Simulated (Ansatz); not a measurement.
# HfC (Fm-3m): the Drude term of Re ε in the infrared

Re ε of HfC (Fm-3m) at low photon energies is read from one computed spectrum; the carriers' damping was typed as γ = 0.1 eV.

It takes space group Fm-3m (No. 225, cubic). Conventional cell: a = 4.650 Å, b = 4.650 Å, c = 4.650 Å, α = 90.00°, β = 90.00°, γ = 90.00°. Hf on site b has 6 C at 2.33 Å as nearest neighbours. Around C on site a lie 6 Hf at 2.33 Å.

Method: Ansatz 0.2.0, PBE, independent particles, k-mesh 18×18×18 with interpolation inside its cells, Gaussian parameter 0.2 eV.

Launch of the response step: `ansatz run input.yaml --threads 4 --pin off --max-ram 8192MiB --backend cpu --events-out ev --progress --plain --runs-dir out`. The run took 12 s, on 4 threads of Intel(R) Xeon(R) Platinum 8488C (Sapphire Rapids) (shared host).

| photon energy E (eV) | wavelength (µm) | Re ε |
| --- | --- | --- |
| 0.25 | 4.96 | ? |
| 0.30 | 4.13 | -76.7 |
| 0.35 | 3.54 | -49.4 |
| 0.40 | 3.10 | -32.1 |
| 0.50 | 2.48 | -13.7 |
| 0.60 | 2.07 | -5.7 |
| 0.70 | 1.77 | -2.5 |

A Drude term over a constant background gives Re ε = ε_b − ωp²/(E² + γ²), linear in 1/(E² + γ²).

Working, on the rows shown:

| x = 1/(E² + γ²) (eV⁻²) | y = Re ε |
| --- | --- |
| 10 | -76.7 |
| 7.54717 | -49.4 |
| 5.88235 | -32.1 |
| 3.84615 | -13.7 |
| 2.7027 | -5.7 |
| 2 | -2.5 |

Means: x̄ = 5.3297, ȳ = -30.017. Σ(x − x̄)(y − ȳ) = -441.9, Σ(x − x̄)² = 47.22. Slope = -441.9 / 47.22 = -9.357; intercept = ȳ − slope · x̄ = 19.854. The line misses the rows shown by at most 3.6.

**Question.** Fill in the last column of the withheld row.

**Answer.** At x = 13.793 the line gives y = -109.21. The run gave -121.3, so the extrapolation is off by 12, 10 % of the range in the table. Beyond its data the fit drifts from the curve.

Refitted with all rows, the slope is -10.16 and the intercept 23.407. These give ωp = √(−slope) = 3.19 eV, against 3.58 eV from the program's Fermi-surface sum, and an intercept of 23.4. Taking the program's Drude term off the rows leaves 55 at the lowest energy and 23 at the highest, so the background isn't constant: interband transitions lie in or near the window, and neither fitted number can be trusted. The cell comes from an older database entry, whose edges can be off by a per cent or so. The values come from a sum over the points of one k-mesh and carry its error, which is largest for Fermi-surface quantities. Spin-orbit coupling is left out.
